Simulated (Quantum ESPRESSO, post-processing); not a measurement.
# arsenene, 1 layer, stepped through biaxial strain, part 2 of 2

Aim: how the results for arsenene, 1 layer change with biaxial strain.

Quantum ESPRESSO 7.5; plane-wave DFT, PBE, GBRV ultrasoft pseudopotentials.

So far. Step 12 (Relaxation with pw.x, 3 %): The relaxation lowers the energy by 2 meV an atom.

### Step 14. Ground state, 3 %

Level of this step: plane-wave DFT, PBE, PseudoDojo fully relativistic norm-conserving pseudopotentials (Quantum ESPRESSO 7.5).

File m7.soc.in:

```
&control
  prefix = 'm7.soc'
  outdir = './out'
  pseudo_dir = './pseudo'
  calculation = 'scf'
  tprnfor = .true.
/
&system
  ibrav = 0
  nat = 2
  ntyp = 1
  ecutwfc = 76
  ecutrho = 304
  occupations = 'smearing'
  smearing = 'fd'
  degauss = 0.002
  noncolin = .true.
  lspinorb = .true.
  nbnd = 36
/
&electrons
  conv_thr = 1e-07
  mixing_beta = 0.4
  electron_maxstep = 120
  mixing_mode = 'plain'
/
ATOMIC_SPECIES
  As  74.9216  As.dojo-fr-pbe-0.4-standard.upf
CELL_PARAMETERS angstrom
  3.71846447040000 0.00000000000000 0.00000000000000
  -1.85923223520000 3.22028469382000 0.00000000000000
  0.00000000000000 0.00000000000000 16.40000000000000
ATOMIC_POSITIONS crystal
  As  0.666666666700 0.333333333300 0.458276479700
  As  0.333333333300 0.666666666700 0.541723520300
K_POINTS automatic
  6 6 1 0 0 0
```

The run is started by

```console
> OMP_NUM_THREADS=1 mpirun -n 4 pw.x -nk 2 -in m7.soc.in > m7.soc.out
```

It took 33 s on 4 MPI ranks of Arm Neoverse V1, shared host; peak memory 0.78 GiB.

Read from the output:

- free energy: -5770.9886 eV
- Fermi energy: -1.367 eV
- valence top, on the run's zero: -2.141 eV
- conduction bottom, on the run's zero: -0.5938 eV
- gap by band count: 1.547 eV

### Step 15. Relaxation with pw.x, 4 %

Level of this step: plane-wave DFT, PBE, GBRV ultrasoft pseudopotentials (Quantum ESPRESSO 7.5).

File m8.relax.in:

```
&control
  prefix = 'm8.relax'
  outdir = './out'
  pseudo_dir = './pseudo'
  nstep = 40
  forc_conv_thr = 0.0003
  calculation = 'relax'
  tstress = .true.
/
&system
  ibrav = 0
  nat = 2
  ntyp = 1
  ecutwfc = 50
  ecutrho = 250
  occupations = 'smearing'
  smearing = 'fd'
  degauss = 0.002
/
&electrons
  conv_thr = 1e-09
  mixing_beta = 0.4
  electron_maxstep = 120
  mixing_mode = 'plain'
/
&ions
/
ATOMIC_SPECIES
  As  74.9216  as_pbe_v1.uspp.F.UPF
CELL_PARAMETERS angstrom
  3.75456606720000 0.00000000000000 0.00000000000000
  -1.87728303360000 3.25154959376000 0.00000000000000
  0.00000000000000 0.00000000000000 16.40000000000000
ATOMIC_POSITIONS crystal
  As  0.666666666700 0.333333333300 0.457398457800
  As  0.333333333300 0.666666666700 0.542601542200
K_POINTS automatic
  12 12 1 0 0 0
```

The run is started by

```console
> OMP_NUM_THREADS=1 mpirun -n 4 pw.x -nk 4 -in m8.relax.in > m8.relax.out
```

The job ended after 29 s (4 MPI ranks; peak memory 0.57 GiB; 1.9 min of CPU time).

The steps of the relaxation:

```csv
step,energy less that of the first step (eV),largest force (eV/Å)
1,0.0000,0.4274
2,-0.0058,0.2298
3,-0.0081,0.0086
4,-0.0081,0.0001
```

The atoms that moved most (Å):

```csv
atom,dx,dy,dz,length
As1,0.000,0.000,0.019,0.019
As2,0.000,0.000,-0.019,0.019
```

The relaxed structure:

```
As
1.0
     3.75457    0.00000    0.00000
    -1.87728    3.25155    0.00000
     0.00000    0.00000   16.40000
As
2
Cartesian
  1.8773 1.0838 7.5202
  0.0000 2.1677 8.8798
```

The relaxation lowers the energy by 4 meV an atom.

Read from the output:

```
free energy  : -1095.7887 eV
Fermi energy : -2.329 eV
```

### Step 16. Self-consistent run, 4 %

File m8.scf.in:

```
&control
  prefix = 'm8.scf'
  outdir = './out'
  pseudo_dir = './pseudo'
  calculation = 'scf'
  tprnfor = .true.
/
&system
  ibrav = 0
  nat = 2
  ntyp = 1
  ecutwfc = 40
  ecutrho = 200
  occupations = 'smearing'
  smearing = 'fd'
  degauss = 0.002
  nbnd = 9
/
&electrons
  conv_thr = 1e-09
  mixing_beta = 0.4
  electron_maxstep = 120
  mixing_mode = 'plain'
/
ATOMIC_SPECIES
  As  74.9216  as_pbe_v1.uspp.F.UPF
CELL_PARAMETERS angstrom
  3.75456606720000 0.00000000000000 0.00000000000000
  -1.87728303360000 3.25154959376000 0.00000000000000
  0.00000000000000 0.00000000000000 16.40000000000000
ATOMIC_POSITIONS crystal
  As  0.666666666700 0.333333333300 0.458547571500
  As  0.333333333300 0.666666666700 0.541452428500
K_POINTS automatic
  12 12 1 0 0 0
```

The run is started by

```console
> OMP_NUM_THREADS=1 mpirun -n 4 pw.x -nk 4 -in m8.scf.in > m8.scf.out
```

It took 7.3 s on 4 MPI ranks; peak memory 0.32 GiB.

Numbers from this step:

```
free energy                          : -1095.7870 eV
valence top, on the run's zero       : -2.957 eV
conduction bottom, on the run's zero : -1.576 eV
gap by band count                    : 1.381 eV
```

### Step 17. Self-consistent run, 4 %

Level of this step: plane-wave DFT, PBE, PseudoDojo fully relativistic norm-conserving pseudopotentials (Quantum ESPRESSO 7.5).

m8.soc.in is the input of step 16 with these lines changed:

```diff
@@ -1,3 +1,3 @@
 &control
-  prefix = 'm8.scf'
+  prefix = 'm8.soc'
   outdir = './out'
@@ -11,4 +11,4 @@
   ntyp = 1
-  ecutwfc = 40
-  ecutrho = 200
+  ecutwfc = 76
+  ecutrho = 304
   occupations = 'smearing'
@@ -16,6 +16,8 @@
   degauss = 0.002
-  nbnd = 9
+  noncolin = .true.
+  lspinorb = .true.
+  nbnd = 36
 /
 &electrons
-  conv_thr = 1e-09
+  conv_thr = 1e-07
   mixing_beta = 0.4
@@ -25,3 +27,3 @@
 ATOMIC_SPECIES
-  As  74.9216  as_pbe_v1.uspp.F.UPF
+  As  74.9216  As.dojo-fr-pbe-0.4-standard.upf
 CELL_PARAMETERS angstrom
@@ -34,2 +36,2 @@
 K_POINTS automatic
-  12 12 1 0 0 0
+  6 6 1 0 0 0
```

The run is started by

```console
> OMP_NUM_THREADS=1 mpirun -n 4 pw.x -nk 2 -in m8.soc.in > m8.soc.out
```

Run time: 33 s. Hardware: 4 MPI ranks; peak memory 0.79 GiB.

Read from the output:

* free energy: -5770.9631 eV
* Fermi energy: -1.476 eV
* valence top, on the run's zero: -2.218 eV
* conduction bottom, on the run's zero: -0.8218 eV
* gap by band count: 1.396 eV

### Step 18. The series side by side

The series in one table, energies over the lowest:

```csv
biaxial strain,energy (eV),gap along the path (eV),upper vacuum level over the valence top of the mesh (eV),lower vacuum level over that top (eV),gap with spin-orbit coupling (eV)
-4 %,0.0787,1.134,4.781,4.781,1.005
-3 %,0.0436,1.274,4.943,4.943,1.136
-2 %,0.0193,1.4,5.091,5.091,1.255
-1 %,0.0050,1.515,5.229,5.229,1.364
0 %,0.0000,1.616,5.356,5.356,1.465
1 %,0.0037,1.703,5.474,5.474,1.557
2 %,0.0156,1.763,5.582,5.582,1.627
3 %,0.0350,1.586,5.605,5.605,1.547
4 %,0.0615,1.374,5.554,5.554,1.388
```

### Step 19. A check by hand

A parabola through the energies within ±2 % has E = 43.59 eV × ε² -0.087 eV × ε; for the curvature, over A = 11.287 Å² this is 43.59 × 1/11.287 × 16.02 = 62 N/m.

### Step 20. What came out

```yaml
c11_c12: 62 N/m
gap_along_the_path_at_minus_4_and_at_4: 1.13, 1.37 eV
upper_vacuum_level_over_the_valence_top_of_the_mesh_at_minus_4_and_at_4: 4.78, 5.55 eV
lower_vacuum_level_over_that_top_at_minus_4_and_at_4: 4.78, 5.55 eV
gap_with_spin_orbit_coupling_at_minus_4_and_at_4: 1.00, 1.39 eV
```

What this shows: The series holds 9 members; C11 + C12: 62 N/m (PBE, GBRV ultrasoft). The energy is lowest near zero strain. From -4 % to 4 % the gap along the path goes from 1.13 to 1.37 eV by way of 1.76 at 2 %. From -4 % to 4 % the upper vacuum level over the valence top of the mesh goes from 4.78 to 5.55 eV by way of 5.60 at 3 %. From -4 % to 4 % the lower vacuum level over that top goes from 4.78 to 5.55 eV by way of 5.60 at 3 %. From -4 % to 4 % the gap with spin-orbit coupling goes from 1.00 to 1.39 eV by way of 1.63 at 2 %. Semilocal gaps are too small; the 1×1 cell can't ripple over many cells under compression as a free sheet would.

[Logs are printed without paths, hosts, clocks, repeated set-up lines and the standing remarks that a program may print on its own settings, such as how far it seeks lower states.]

[Hosts, paths, dates, database ids (printed as entryN), source tags and the programs' standing remarks are cut or masked in the printed files.]

[Maps of the electrostatic potential energy from Ansatz leave out the sawtooth potential of an applied field or a dipole correction, so their vacuum need not be flat; planar profiles and work functions include it.]
